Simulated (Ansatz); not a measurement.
**Quasiparticle gap of Zn3SbN3 (Cm)**

Aim: the quasiparticle gap of Zn3SbN3 (Cm), starting from HSE06.

Method: HSE06, then G0W0 on it, plane waves, PAW, in Ansatz 0.2.0.

**1. The structure**

The structure is monoclinic, space group Cm (No. 8). The conventional cell has a = 6.788 Å, b = 6.566 Å, c = 5.577 Å, α = 90.00°, β = 125.21°, γ = 90.00°. Zn has 3 N at 1.95 to 1.96 Å nearest. Nearest to Zn lie 3 N at 1.97 to 2.00 Å. Nearest to Sb lie 3 N at 2.04 to 2.06 Å. N has 3 Zn at 1.96 to 2.00 Å and 1 Sb at 2.06 Å nearest. Nearest to N lie 3 Zn at 1.95 to 1.97 Å and 1 Sb at 2.04 Å. Farther neighbours and most contacts between anions are not listed.

The cell and positions are those that the Materials Project relaxed with its own functionals (PBE, PBE+U or r2SCAN), kept fixed. Spin-orbit coupling is left out unless a step names it.

The logs state that the PAW files were generated under PBE.

**2. HSE06 levels on the mesh and at listed points**

HSE06 mixes in a quarter of exact exchange at short range.

This step: DFT, HSE06, plane waves, PAW; PAW set soft_1.

input.yaml

```yaml
crystal:
  lattice:
    - [3.3938895471, -3.283248115, 0.0]
    - [3.3938895471, 3.283248115, 0.0]
    - [-3.2155964401, 0.0, 4.5561292986]
  atoms:
    - { symbol: Zn, position: [0.64265811, 0.64265811, 0.11808447] }
    - { symbol: Zn, position: [0.75601403, 0.31486041, 0.51982585] }
    - { symbol: Zn, position: [0.31486041, 0.75601403, 0.51982585] }
    - { symbol: Sb, position: [0.06050886, 0.06050886, 0.00241463] }
    - { symbol: "N", position: [0.41103526, 0.94206134, 0.29988336] }
    - { symbol: "N", position: [0.94206134, 0.41103526, 0.29988336] }
    - { symbol: "N", position: [0.698722, 0.698722, 0.81219049] }
kpoints:
  mp_grid: { grid: [4, 4, 4] }
  band_path:
    path:
      - [0.0, 0.0, 0.0]
      - [0.0, 0.0, -0.5]
      - [-0.35449978, 0.35449978, -0.5]
      - [0.35449978, 0.64550022, -0.5]
      - [0.5, 0.5, -0.5]
      - [-0.5, 0.5, 0.0]
      - [0.0, 0.5, -0.5]
      - [0.0, 0.5, 0.0]
      - [-0.25, 0.25, 0.0]
      - [0.0, 0.0, -0.3]
    npoints: 1
hamiltonian:
  xc: hse06
  pseudopotentials: { kind: paw, azcp: { folder: soft_1 } }
scf:
  occupations: { method: fixed }
  n_extra_bands: 6
output:
  eigenvalues: true
```

The run is started by

```sh
$ ansatz run input.yaml --threads 2 --pin off --max-ram 92160MiB --backend cuda --events-out ev --progress --plain --runs-dir out --devices 1 --max-vram 13GiB
```

Numbers of over 12 decimals in the logs are rounded to 6 here.

The log of the run:

```text
scf.n_extra_bands = 6 over 33 filled bands (N_el = 66.0): the run solves 39 bands
GPUs: using 1 of 1 available (devices: 1).
Engine: ansatz 0.2.0, x86_64-unknown-linux-gnu
Pseudopotentials: kind: paw
Pseudopotential: Zn, paw, valence charge 12, recommended cutoff 420 eV (normal), soft_1/Zn.paw.azcp
Pseudopotential: Sb, paw, valence charge 15, recommended cutoff 420 eV (normal), soft_1/Sb.paw.azcp
Pseudopotential: N, paw, valence charge 5, recommended cutoff 420 eV (normal), soft_1/N.paw.azcp
Functional definition: HSE06
  parameter a = 0.25
  parameter omega = 0.11/bohr
  exchange = pbe_x - a*pbe_x_sr(omega) + a*exact_x_sr(omega)
  correlation = pbe_c
davidson cushion auto → on  (no smearing: the cushion is to keep the highest requested band from converging to the state above it; pin scf.eigensolver.cushion to override)
device memory: the entry about to start is reckoned to put 1.4 GiB on a device that reports 36.3 GiB free (of which the cap on the GPU budget leaves the run 13.0 GiB)
GPU FFT provider: cuFFT
GPU libraries: cuBLAS 13.8.2, cuFFT 12.4.0, cuSOLVER 12.3.4
Crystal: 7 atoms, lattice volume = 101.538 Å³
Basis set: ecut = 420 eV, 1987 PW (Γ)
Bands: 39, of which v1, the nominal top of the filled ones, is band 33 counted from 1 (32 counted from 0)
Symmetry: 2 space group operations
Space group: Cm (ITA 8), of the structure as read, at distance tolerance 4.7e-5 Å
k-points: 24 of 64 (time reversal used)
Non-local potential: Zn, projectors of the file, l = 0: 2, l = 1: 2, l = 2: 3, l = 3: 1
Non-local potential: Sb, projectors of the file, l = 0: 2, l = 1: 2, l = 2: 2, l = 3: 1
Non-local potential: N, projectors of the file, l = 0: 2, l = 1: 2, l = 2: 1
PAW form: soft (Blöchl's): semilocal exchange-correlation on the pseudo side does not see the compensation charge
PAW frozen core: Zn, regenerated for the run's functional, and the local potential with it (the file was generated under x = pbe(κ = 0.804, μ = 0.219515), c = pbe(β = 0.066725))
PAW frozen core: Sb, regenerated for the run's functional, and the local potential with it (the file was generated under x = pbe(κ = 0.804, μ = 0.219515), c = pbe(β = 0.066725))
PAW frozen core: N, regenerated for the run's functional, and the local potential with it (the file was generated under x = pbe(κ = 0.804, μ = 0.219515), c = pbe(β = 0.066725))
PAW one-centre angular grid: Zn, 590 points (default); XC on 64 Gauss nodes
PAW one-centre angular grid: Sb, 590 points (default); XC on 64 Gauss nodes
PAW one-centre angular grid: N, 110 points (default); XC on 64 Gauss nodes
Initial density: superposition of atomic densities (chi_scale 0.1, normalization cell, long waves kept (reshape's long-wave potential 0.03 eV rms))
Initial wavefunctions: pseudopotential atomic-orbital guess
GPU buffer pool allocated for 40960 grid points (all kernels)
GPU transforms: local potential and band sums: pruned to the plane-wave sphere, on 32×32×40
Functional: x = pbe(κ = 0.804, μ = 0.219515), c = pbe(β = 0.066725), warm-up for x = pbe(κ = 0.804, μ = 0.219515) + 0.25 (exact − pbe) at short range (hse, ω = 0.207870 Å⁻¹), c = pbe(β = 0.066725); HSE06 as pw.x's `hse` composes it (authors' and Libxc's form: `xc: wpbeh`)
SCF iter   1: F=—  HF=-17594.533096 eV  |F-HF|=—  |Δ(HF+E_count)|=         —  Δρ=7.87e-2  dr2=7.49e0  ethr=1.00e-1  ⟨swp⟩=6.2  Hψ=3087  notcnv=0
preconditioner: auto → none  [insulator: Δε(μ)=2.155 eV  Ē_g=14.162 eV  n_scr=30 (ndim 8)  ℏωp=29.9 eV  f_vac=0.006]
SCF iter   2: F=—  HF=-17593.634983 eV  |F-HF|=—  |Δ(HF+E_count)|=   8.98e-1  Δρ=6.21e-2  dr2=3.56e0  ethr=1.13e-2  ⟨swp⟩=4.1  Hψ=2765  notcnv=0  defer=1
iter 3 solved again at ethr=2.16e-4 eV; its pass at ethr=5.40e-3 eV (dr2=1.42e-1 eV) is discarded
SCF iter   3: F=—  HF=-17592.780137 eV  |F-HF|=—  |Δ(HF+E_count)|=   8.55e-1  Δρ=1.59e-2  dr2=1.44e-1  ethr=2.16e-4  ⟨swp⟩=3.2  Hψ=4589  notcnv=0
SCF iter   4: F=—  HF=-17592.798246 eV  |F-HF|=—  |Δ(HF+E_count)|=   1.81e-2  Δρ=8.97e-3  dr2=6.96e-2  ethr=2.16e-4  ⟨swp⟩=3.0  Hψ=2657  notcnv=0
SCF iter   5: F=—  HF=-17592.780950 eV  |F-HF|=—  |Δ(HF+E_count)|=   1.73e-2  Δρ=2.41e-3  dr2=6.72e-3  ethr=1.05e-4  ⟨swp⟩=3.0  Hψ=2629  notcnv=0
SCF iter   6: F=—  HF=-17592.780355 eV  |F-HF|=—  |Δ(HF+E_count)|=   5.95e-4  Δρ=1.49e-3  dr2=1.68e-3  ethr=1.02e-5  ⟨swp⟩=3.0  Hψ=2345  notcnv=0
SCF iter   7: F=-17592.780143 eV  HF=-17592.780148 eV  |F-HF|=5.29e-6  |Δ(HF+E_count)|=   2.07e-4  Δρ=4.47e-4  dr2=1.18e-4  ethr=2.54e-6  ⟨swp⟩=3.0  Hψ=2229  notcnv=0
SCF 1 stopped early in 7 iterations: F = -17592.780143 eV  dr2 = 1.18e-4
  greatest PAW one-centre occupation: 0.996 electrons in one spin orbital (limit 2), on the Sb atom at site 3 (counted from 0), in its partial waves of l = 2
device memory: the entry about to start is reckoned to put 1.7 GiB (of the 1.9 GiB reckoned in all, the device holds 0.2 GiB already) on a device that reports 35.6 GiB free (of which the cap on the GPU budget leaves the run 12.9 GiB)
GPU FFT provider: cuFFT
GPU libraries: cuBLAS 13.8.2, cuFFT 12.4.0, cuSOLVER 12.3.4
Initial density: handed on by an earlier stage of this run
Initial wavefunctions: those handed on with the density
GPU buffer pool allocated for 40960 grid points (all kernels)
GPU transforms: local potential and band sums: pruned to the plane-wave sphere, on 32×32×40
Functional: x = pbe(κ = 0.804, μ = 0.219515) + 0.25 (exact − pbe) at short range (hse, ω = 0.207870 Å⁻¹), c = pbe(β = 0.066725); HSE06 as pw.x's `hse` composes it (authors' and Libxc's form: `xc: wpbeh`)
Exchange kernel: α = 0.2500, screened, ω = 0.2079 Å⁻¹, Wigner–Seitz truncation, v(0) = 1044.6088 eV·Å³, q-mesh 4×4×4, nearest image of the exchange supercell L = 18.89 Å, pair-density grid 20×20×24, without the augmentation charges, whose exchange is taken in its separable form by FFT convolution over the k-point mesh (sized by the pseudopotential files, 30×30×32 at the most), smooth part of the exact exchange by density-matrix convolution in up to 3.46 GiB of GPU memory as planned if the GPU has room (build and FFT work areas not counted)
Frozen-core exchange: fock
SCF iter   1: F=—  HF=-17596.621972 eV  |F-HF|=—  |Δ(HF+E_count)|=         —  Δρ=2.64e-2  dr2=4.04e-1  ethr=1.79e-6  ⟨swp⟩=9.0  Hψ=6157  notcnv=0
preconditioner: auto → none  [insulator: Δε(μ)=2.412 eV  Ē_g=12.900 eV  n_scr=30 (ndim 8)  ℏωp=27.6 eV  f_vac=0.024]
SCF iter   2: F=—  HF=-17596.511205 eV  |F-HF|=—  |Δ(HF+E_count)|=   1.11e-1  Δρ=6.90e-3  dr2=4.71e-2  ethr=1.79e-6  ⟨swp⟩=6.0  Hψ=4638  notcnv=0  defer=1
SCF iter   3: F=—  HF=-17596.532718 eV  |F-HF|=—  |Δ(HF+E_count)|=   2.15e-2  Δρ=4.73e-3  dr2=1.59e-2  ethr=1.79e-6  ⟨swp⟩=5.2  Hψ=4159  notcnv=0  defer=1
SCF iter   4: F=—  HF=-17596.530930 eV  |F-HF|=—  |Δ(HF+E_count)|=   1.79e-3  Δρ=1.86e-3  dr2=1.79e-3  ethr=1.79e-6  ⟨swp⟩=4.1  Hψ=3040  notcnv=0
SCF iter   5: F=—  HF=-17596.535068 eV  |F-HF|=—  |Δ(HF+E_count)|=   4.14e-3  Δρ=1.24e-3  dr2=1.08e-3  ethr=1.79e-6  ⟨swp⟩=4.0  Hψ=2938  notcnv=0
SCF iter   6: F=-17596.534677 eV  HF=-17596.534691 eV  |F-HF|=1.44e-5  |Δ(HF+E_count)|=   3.76e-4  Δρ=1.44e-4  dr2=2.17e-5  ethr=1.60e-6  ⟨swp⟩=3.0  Hψ=2671  notcnv=0
SCF 2 stopped early in 6 iterations: F = -17596.534677 eV  dr2 = 2.17e-5
hybrid outer 1: dexx = +4.326e-2 eV, tail = 2.09e-4 eV
GPU FFT provider: cuFFT
GPU libraries: cuBLAS 13.8.2, cuFFT 12.4.0, cuSOLVER 12.3.4
GPU buffer pool allocated for 40960 grid points (all kernels)
GPU transforms: local potential and band sums: pruned to the plane-wave sphere, on 32×32×40
Exchange kernel: α = 0.2500, screened, ω = 0.2079 Å⁻¹, Wigner–Seitz truncation, v(0) = 1044.6088 eV·Å³, q-mesh 4×4×4, nearest image of the exchange supercell L = 18.89 Å, pair-density grid 20×20×24, without the augmentation charges, whose exchange is taken in its separable form by FFT convolution over the k-point mesh (sized by the pseudopotential files, 30×30×32 at the most), smooth part of the exact exchange by density-matrix convolution in up to 3.46 GiB of GPU memory as planned if the GPU has room (build and FFT work areas not counted)
Frozen-core exchange: fock
SCF iter   1: F=—  HF=-17596.533153 eV  |F-HF|=—  |Δ(HF+E_count)|=         —  Δρ=1.92e-4  dr2=3.99e-5  ethr=1.59e-6  ⟨swp⟩=4.0  Hψ=2262  notcnv=0
preconditioner: auto → none  [insulator: Δε(μ)=2.398 eV  Ē_g=12.573 eV  n_scr=30 (ndim 8)  ℏωp=27.6 eV  f_vac=0.029]
iter 2 solved again at ethr=2.03e-9 eV; its pass at ethr=5.66e-8 eV (dr2=1.34e-6 eV) is discarded
SCF iter   2: F=—  HF=-17596.533146 eV  |F-HF|=—  |Δ(HF+E_count)|=   6.77e-6  Δρ=4.30e-5  dr2=1.74e-6  ethr=2.03e-9  ⟨swp⟩=3.1  Hψ=5247  notcnv=0
SCF iter   3: F=—  HF=-17596.533149 eV  |F-HF|=—  |Δ(HF+E_count)|=   2.25e-6  Δρ=3.22e-5  dr2=8.27e-7  ethr=2.03e-9  ⟨swp⟩=5.7  Hψ=3077  notcnv=0  defer=6
SCF iter   4: F=-17596.533148 eV  HF=-17596.533148 eV  |F-HF|=5.45e-8  |Δ(HF+E_count)|=   1.93e-7  Δρ=1.12e-5  dr2=7.35e-8  ethr=1.16e-9  ⟨swp⟩=3.0  Hψ=2311  notcnv=0
SCF 3 converged in 4 iterations: F = -17596.533148 eV  dr2 = 7.35e-8
hybrid outer 2: dexx = +2.966e-6 eV, tail = 2.76e-7 eV, Δε = 7.15e-3 eV (about 3.49e-4 eV left of the loop's levels)
device memory: the entry about to start is reckoned to put 0.6 GiB on a device that reports 36.5 GiB free (of which the cap on the GPU budget leaves the run 13.0 GiB)
NSCF: frozen V_eff on 10 k-points
hybrid SCF converged: 2 outer / 10 inner (+7 warm-up), last move |dexx| = 2.97e-6 eV, tail = 2.76e-7 eV
Stability not checked: this state was not tested for a lower state beside it, because the functional holds exact exchange (a hybrid, or Hartree-Fock), whose exchange loop this test does not read (fock_operator; see scf.lower_state_search)
Free energy (F): -17596.533149 eV
Frozen-core exchange: fock
Harris-Foulkes:  -17596.533149 eV  (|F-HF|=5.45e-8)
Internal energy: -17596.533149 eV  (E = F + TS)
E sigma→0 (E₀):  -17596.533149 eV
Fermi energy:    7.817211 eV
--- Per-component energies (eV) ---
  E_band       = -172.902257
  E_kinetic    = 984.691443
  E_local      = -8077.492012  (includes V_loc(G=0)·N_el)
  E_nonlocal   = 2974.314174
  E_hartree    = 3129.287901
  E_xc         = -410.056083
  E_vxc        = -373.751751  (∫ρ·V_xc dr)
  E_exx        = -206.098037  (= α·E_x^exact, valence–valence)
  E_paw        = -10531.034654  (= ΣΔE_a)
  E_vpaw       = -1527.038189  (= ΣTr[D̂ρ^β])
  E_aug_tail   = 0.001992  (compensation charges beyond the density's cutoff)
  E_ewald      = -5462.028759
  E_core_change = 1.880886  (= ΣΔE_core)
  E_smearing   = -0.000000  (= −TS)
  E_closure    = -0.000000  (closes the sum)
  Σ components = -17596.533149   (vs F -17596.533149, Δ=0.00e0)
--- Band table (eV; the first three rows and the last of 24) ---
  k-point 0: bands = [... 29 lower, 4.9980, 6.4694, 6.7663, 7.1538, 11.1381, 12.1199, 13.0454, 13.4277, ... 2 higher]
  k-point 1: bands = [... 29 lower, 5.5377, 6.4398, 6.7368, 7.6441, 10.2171, 12.2756, 12.5917, 13.5766, ... 2 higher]
  k-point 2: bands = [... 29 lower, 6.0891, 6.2467, 6.5133, 7.6183, 10.6575, 11.4803, 11.7825, 14.0055, ... 2 higher]
  k-point 23: bands = [... 29 lower, 6.4249, 6.6978, 7.0611, 7.5772, 12.1595, 12.9839, 13.7080, 14.0134, ... 2 higher]
```

Elapsed: 42 s, on 1 × NVIDIA H100 80GB HBM3 (shared by 6 runs) with 2 threads of AMD EPYC 7R13 (Zen 3), shared host; peak memory 1.4 GiB.

Numbers from this step:

* gap: 2.350 eV
* valence top at: k = (-0.250, 0.250, 0.000)
* conduction bottom at: k = (0.000, 0.000, -0.300)
* least direct gap: 2.450 eV
* exact-exchange fraction: 0.25

Over mesh and listed points the gap is 2.350 eV, from k = (-0.250, 0.250, 0.000) to k = (0.000, 0.000, -0.300). The least direct gap found is 2.450 eV, at k = (0.000, 0.000, -0.300). On the 4×4×4 mesh alone the same run gives 2.400 eV, so that mesh misses an edge of HSE06: 2.400 − 2.350 = +0.050 eV.

[end of part 1 of 2]

[Paths, hosts, dates, memory and timing lines, banners, echoed tables and standing remarks are left out of the program output.]

[Logs are printed without paths, hosts, clocks, repeated set-up lines and the standing remarks that a program may print on its own settings, such as how far it seeks lower states.]

[Runs of the session that timed out or met a known fault of the program may be left out.]

[Cells called generated may have been cut or substituted from an entry of the Crystallography Open Database or the Materials Project.]

[Hosts, paths, dates, database ids (printed as entryN), source tags and the programs' standing remarks are cut or masked in the printed files.]

[Where an RPA ε∞ is given, it is that of the G0W0 mesh and is not shown converged in it. Names of k-points follow the symmetry that the program found, which can be lower than the space group named. Band edges on a path are those of the sampled points; other points can move an edge, and change direct to indirect where valleys lie close.]

[Hybrid gaps are those of their k-mesh and are not shown converged in it.]
